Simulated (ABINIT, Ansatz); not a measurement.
# A GW chain in ABINIT: LiCNO (R3m)

Wanted: ground state, empty states, screening and self-energy for LiCNO (R3m).

Method: PBEsol and many-body steps on it, plane waves, in ABINIT 10.8.3.

## Step 1: The structure

Symmetry: R3m, No. 160, trigonal system. The conventional cell has a = 3.288 Å, b = 3.288 Å, c = 14.286 Å, α = 90.00°, β = 90.00°, γ = 120.00°. Nearest to Li lie 3 N at 2.18 Å and 3 O at 2.28 Å. Nearest to C lie 1 N at 1.19 Å and 1 O at 1.23 Å. Nearest to N lie 1 C at 1.19 Å and 3 Li at 2.18 Å. Nearest to O lie 1 C at 1.23 Å and 3 Li at 2.28 Å. Farther neighbours and most contacts between anions are not listed.

The cell and positions are those that the Materials Project relaxed with its own functionals (PBE, PBE+U or r2SCAN), kept fixed.

## Step 2: Ground state

This step: ABINIT 10.8.3; DFT, PBEsol, plane waves, norm-conserving pseudopotentials.

The ground-state density comes first.

Contents of run.abi:

```
acell 3*1.0 Angstrom
rprim 
  1.643988180588 0.949157018607 4.762053928800
  -1.643988180588 0.949157018607 4.762053928800
  0.000000000000 -1.898314037214 4.762053928800
ntypat 4
znucl 3 6 7 8
natom 4
typat 1 2 3 4
xred 
  0.005259000000 0.005259000000 0.005259000000
  0.497462000000 0.497462000000 0.497462000000
  0.413960000000 0.413960000000 0.413960000000
  0.583333333333 0.583333333333 0.583333333333
pp_dirpath "pseudos"
pseudos "Li.upf, C.upf, N.upf, O.upf"
ecut 37
ngkpt 8 8 8
nshiftk 1
shiftk 0 0 0
kptopt 1
chksymbreak 0
nband 15
occopt 1
tolvrs 1e-10
nstep 60
prtwf 0
optforces 0
optstress 0
indata_prefix "in"
outdata_prefix "out"
tmpdata_prefix "tmp"
```

Started as:

```
$ OMP_NUM_THREADS=1 mpirun -n 4 abinit run.abi > log
```

Numbers of over 12 decimals in the logs are rounded to 6 here.

The log of the run:

```text
.Version 10.8.3 of ABINIT. v10.8.2 released Aug 2026.

 Symmetries : space group R3 m (#160); Bravais hR (rhombohedral)
================================================================================
 Values of the parameters that define the memory need of the present run
     intxc =       0    ionmov =       0      iscf =       7    lmnmax =       5
     lnmax =       5     mgfft =      54  mpssoang =       3    mqgrid =    3001
     natom =       4  nloc_mem =       1    nspden =       1   nspinor =       1
    nsppol =       1      nsym =       6    n1xccc =    2501    ntypat =       4
    occopt =       1   xclevel =       2
-    mband =          15        mffmem =           1         mkmem =          17
       mpw =        3268          nfft =      157464          nkpt =          65
================================================================================
  Rough estimation (10% accuracy) of disk space for files :
================================================================================

--------------------------------------------------------------------------------
------------- Echo of variables that govern the present computation ------------
--------------------------------------------------------------------------------
 -outvars: echo values of preprocessed input variables --------
            acell      1.8897261259E+00  1.8897261259E+00  1.8897261259E+00 Bohr

      chksymbreak           0
             ecut      3.70000000E+01 Hartree
-          fftalg         312

              ixc     -116133
              kpt      0.00000000E+00  0.00000000E+00  0.00000000E+00
                       1.25000000E-01  0.00000000E+00  0.00000000E+00
                       2.50000000E-01  0.00000000E+00  0.00000000E+00
                       3.75000000E-01  0.00000000E+00  0.00000000E+00
                       5.00000000E-01  0.00000000E+00  0.00000000E+00
                       1.25000000E-01  1.25000000E-01  0.00000000E+00
                       2.50000000E-01  1.25000000E-01  0.00000000E+00
                       3.75000000E-01  1.25000000E-01  0.00000000E+00
                       5.00000000E-01  1.25000000E-01  0.00000000E+00
   [... 39 further rows ...]
                       5.00000000E-01  2.50000000E-01  2.50000000E-01
                      -3.75000000E-01  2.50000000E-01  2.50000000E-01
                       outvar_i_n : Printing only first  50 k-points.
         kptrlatt        8    0    0      0    8    0      0    0    8
          kptrlen      4.97069986E+01
P           mkmem          17
            natom           4
            nband          15
            ngfft          54      54      54
             nkpt          65
            nstep          60
             nsym           6
           ntypat           4
              occ      2.000000  2.000000  2.000000  2.000000  2.000000  2.000000
                       2.000000  2.000000  2.000000  0.000000  0.000000  0.000000
[...]
optforces           0
        optstress           0
            prtwf           0
            rprim      1.6439881806E+00  9.4915701861E-01  4.7620539288E+00
[...]
spgroup         160

           tolvrs      1.00000000E-10

             xred      5.2590000000E-03  5.2590000000E-03  5.2590000000E-03
[...]
znucl        3.00000    6.00000    7.00000    8.00000

================================================================================

 chkinp: Checking input parameters for consistency.

================================================================================
== DATASET  1 ==================================================================
-   mpi_nproc: 4, omp_nthreads: 1 (-1 if OMP is not activated)

--- !DatasetInfo
iteration_state: {dtset: 1, }
dimensions: {natom: 4, nkpt: 65, mband: 15, nsppol: 1, nspinor: 1, nspden: 1, mpw: 3268, }
cutoff_energies: {ecut:  37.0, pawecutdg:  -1.0, }
electrons: {nelect:   1.80000000E+01, charge:   0.00000000E+00, occopt:   1.00000000E+00, tsmear:   1.00000000E-02, }

 Real(R)+Recip(G) space primitive vectors, cartesian coordinates (Bohr,Bohr^-1):
 R(1)=  3.1066874  1.7936468  8.9989777  G(1)=  0.1609431  0.0929206  0.0370412
 R(2)= -3.1066874  1.7936468  8.9989777  G(2)= -0.1609431  0.0929206  0.0370412
 R(3)=  0.0000000 -3.5872936  8.9989777  G(3)=  0.0000000 -0.1858411  0.0370412
 Unit cell volume ucvol=  3.0087002E+02 bohr^3
 Angles (23,13,12)=  3.74088131E+01  3.74088131E+01  3.74088131E+01 degrees

 getcut: wavevector=  0.0000  0.0000  0.0000  ngfft=  54  54  54
         ecut(hartree)=     37.000   => boxcut(ratio)=   2.03673

--- Pseudopotential description ------------------------------------------------
- Li Generated using ONCVPSP code by D. R. Hamann
-  3.00000   3.00000  180301                  znucl, zion, pspdat
12 -116133 1 -1 1944                          pspcod,pspxc,lmax,lloc,mmax
     nproj     2     2     0
  pspatm : epsatm=    2.60875052
         --- l  ekb(1:nproj) -->
[...]
pspatm: atomic psp has been read  and splines computed

- C Generated using ONCVPSP code by D. R. Hamann
-  6.00000   4.00000  180301                  znucl, zion, pspdat
12 -116133 1 -1 1248                          pspcod,pspxc,lmax,lloc,mmax
     nproj     2     2     0
  pspatm : epsatm=    4.34909242
         --- l  ekb(1:nproj) -->
[...]
pspatm: atomic psp has been read  and splines computed

- N Generated using ONCVPSP code by D. R. Hamann
-  7.00000   5.00000  180301                  znucl, zion, pspdat
12 -116133 1 -1 1058                          pspcod,pspxc,lmax,lloc,mmax
     nproj     2     2     0
  pspatm : epsatm=    5.26508482
         --- l  ekb(1:nproj) -->
[...]
pspatm: atomic psp has been read  and splines computed

- O Generated using ONCVPSP code by D. R. Hamann
-  8.00000   6.00000  180301                  znucl, zion, pspdat
12 -116133 2 -1 936                           pspcod,pspxc,lmax,lloc,mmax
     nproj     2     2     1
  pspatm : epsatm=    6.22910120
         --- l  ekb(1:nproj) -->
[...]
2   -1.335834
 pspatm: atomic psp has been read  and splines computed

   3.32136521E+02                                ecore*ucvol(ha*bohr**3)
--------------------------------------------------------------------------------

_setup2: Arith. and geom. avg. npw (full set) are    3233.705    3233.687

================================================================================

--- !BeginCycle
iteration_state: {dtset: 1, }
solver: {iscf: 7, nstep: 60, nline: 4, wfoptalg: 0, }
tolerances: {tolvrs: 1.00E-10, }

     iter   Etot(hartree)      deltaE(h)  residm     vres2
 ETOT  1  -39.842518817687    -3.984E+01 9.290E-02 2.308E+03
 ETOT  2  -39.811698908551     3.082E-02 4.839E-03 2.473E+03
 ETOT  3  -40.032319619257    -2.206E-01 1.201E-02 2.256E+02
 ETOT  4  -40.040657649357    -8.338E-03 2.885E-03 2.833E+01
 ETOT  5  -40.041642983191    -9.853E-04 1.162E-03 1.533E+01
 ETOT  6  -40.042292461578    -6.495E-04 7.463E-04 1.330E-01
 ETOT  7  -40.042296089630    -3.628E-06 7.916E-04 7.467E-03
 ETOT  8  -40.042296392577    -3.029E-07 4.185E-04 1.155E-04
 ETOT  9  -40.042296396568    -3.991E-09 3.547E-04 2.551E-05
 ETOT 10  -40.042296397009    -4.411E-10 1.668E-04 3.747E-06
 ETOT 11  -40.042296397106    -9.674E-11 1.157E-04 3.036E-07
 ETOT 12  -40.042296397116    -1.020E-11 5.335E-05 7.427E-09
 ETOT 13  -40.042296397116     6.182E-13 3.553E-05 3.838E-10
 ETOT 14  -40.042296397115     6.324E-13 1.668E-05 2.641E-11

 At SCF step   14       vres2   =  2.64E-11 < tolvrs=  1.00E-10 =>converged.

--- !ResultsGS
iteration_state: {dtset: 1, }
comment   : Summary of ground state results
lattice_vectors:
- [  3.1066874,   1.7936468,   8.9989777, ]
- [ -3.1066874,   1.7936468,   8.9989777, ]
- [  0.0000000,  -3.5872936,   8.9989777, ]
lattice_lengths: [   9.68764,    9.68764,    9.68764, ]
lattice_angles: [ 37.409,  37.409,  37.409, ] # degrees, (23, 13, 12)
lattice_volume:   3.0087002E+02
convergence: {deltae:  6.324E-13, res2:  2.641E-11, residm:  1.668E-05, diffor:  0.000E+00, }
etotal    :  -4.00422964E+01
entropy   :   0.00000000E+00
fermie    :  -2.63743554E-03
cartesian_stress_tensor: null
pressure_GPa: null
xred      :
- [  5.2590E-03,   5.2590E-03,   5.2590E-03, Li]
- [  4.9746E-01,   4.9746E-01,   4.9746E-01,  C]
- [  4.1396E-01,   4.1396E-01,   4.1396E-01,  N]
- [  5.8333E-01,   5.8333E-01,   5.8333E-01,  O]
cartesian_forces: null
force_length_stats: {min: null, max: null, mean: null, }

 Integrated electronic density in atomic spheres:
 ------------------------------------------------
 Atom  Sphere_radius  Integrated_density
[...]
4        2.00000          6.55823048
================================================================================

 ----iterations are completed or convergence reached----

 Mean square residual over all n,k,spin=   24.734E-09; max=  16.681E-06
 reduced coordinates (array xred) for    4 atoms
       0.005259000000      0.005259000000      0.005259000000
       0.497462000000      0.497462000000      0.497462000000
       0.413960000000      0.413960000000      0.413960000000
       0.583333333333      0.583333333333      0.583333333333
 rms dE/dt=  0.0000E+00; max dE/dt=  0.0000E+00; dE/dt below (all hartree)
    1       0.000000000000      0.000000000000      0.000000000000
    2       0.000000000000      0.000000000000      0.000000000000
    3       0.000000000000      0.000000000000      0.000000000000
    4       0.000000000000      0.000000000000      0.000000000000

 cartesian coordinates (angstrom) at end:
    1      0.000000    -0.000000     0.075131
    2     -0.000000     0.000000     7.106823
    3     -0.000000    -0.000000     5.913900
    4     -0.000000    -0.000000     8.333594
 length scales=  1.889726125908  1.889726125908  1.889726125908 bohr
              =  1.000000000000  1.000000000000  1.000000000000 angstroms
 prteigrs : about to open file out_EIG
 Fermi (or HOMO) energy (hartree) =  -0.00264   Average Vxc (hartree)=  -0.33753
 Eigenvalues (hartree) for nkpt=  65  k points:
 kpt#   1, nband= 15, wtk=  0.00195, kpt=  0.0000  0.0000  0.0000 (reduced coord)
  -1.56708   -0.77135   -0.59935   -0.27050   -0.14492   -0.14492   -0.12350   -0.00837
  -0.00837    0.16877    0.28662    0.28662    0.33939    0.47962    0.51960
 prteigrs : prtvol=0 or 1, do not print more k-points.

--- !EnergyTerms
iteration_state     : {dtset: 1, }
comment             : Components of total free energy in Hartree
kinetic             :  2.73032757152292E+01
hartree             :  1.17516753185053E+01
xc                  : -1.08469592370685E+01
Ewald energy        : -2.34817030277182E+01
psp_core            :  1.10392029182113E+00
local_psp           : -3.75140987029363E+01
non_local_psp       : -8.35840675494756E+00
total_energy        : -4.00422963971149E+01
total_energy_eV     : -1.08960639343795E+03
band_energy         : -7.46247759852575E+00

== END DATASET(S) ==============================================================
================================================================================

 -outvars: echo values of variables after computation  --------
           etotal     -4.0042296397E+01
            nband          15
             nkpt          65
          spgroup         160
 [... the other variables as echoed above ...]

 Calculation completed.
```

The job ended after 91 s (4 MPI ranks of Intel Xeon Platinum 8375C at 2.90GHz (Ice Lake), shared host; peak memory 0.47 GiB).

Numbers from this step:

```
total energy               : -1089.6064 eV
gap                        : 4.664 eV
k of the valence top       : 0.5, 0.5, 0.5
k of the conduction bottom : 0, 0, 0
least direct gap           : 4.820 eV
```

The gap is indirect, with the least direct gap 0.16 eV higher.

[end of part 1 of 3]

[Paths, hosts, dates, memory and timing lines, banners, echoed tables and standing remarks are left out of the program output.]

[Logs are printed without paths, hosts, clocks, repeated set-up lines and the standing remarks that a program may print on its own settings, such as how far it seeks lower states.]

[Runs of the session that timed out or met a known fault of the program may be left out.]

[Hosts, paths, dates, database ids (printed as entryN), source tags and the programs' standing remarks are cut or masked in the printed files.]

[G0W0 gaps are taken among the corrected bands and points alone; a level outside them can change the order at an edge.]

[Where Ansatz stands beside ABINIT at settings called matched, ABINIT's density can come from a denser mesh and the files from another edition; pairs whose starting gaps differed by over 0.03 eV were left out, so agreement reads better than it is.]
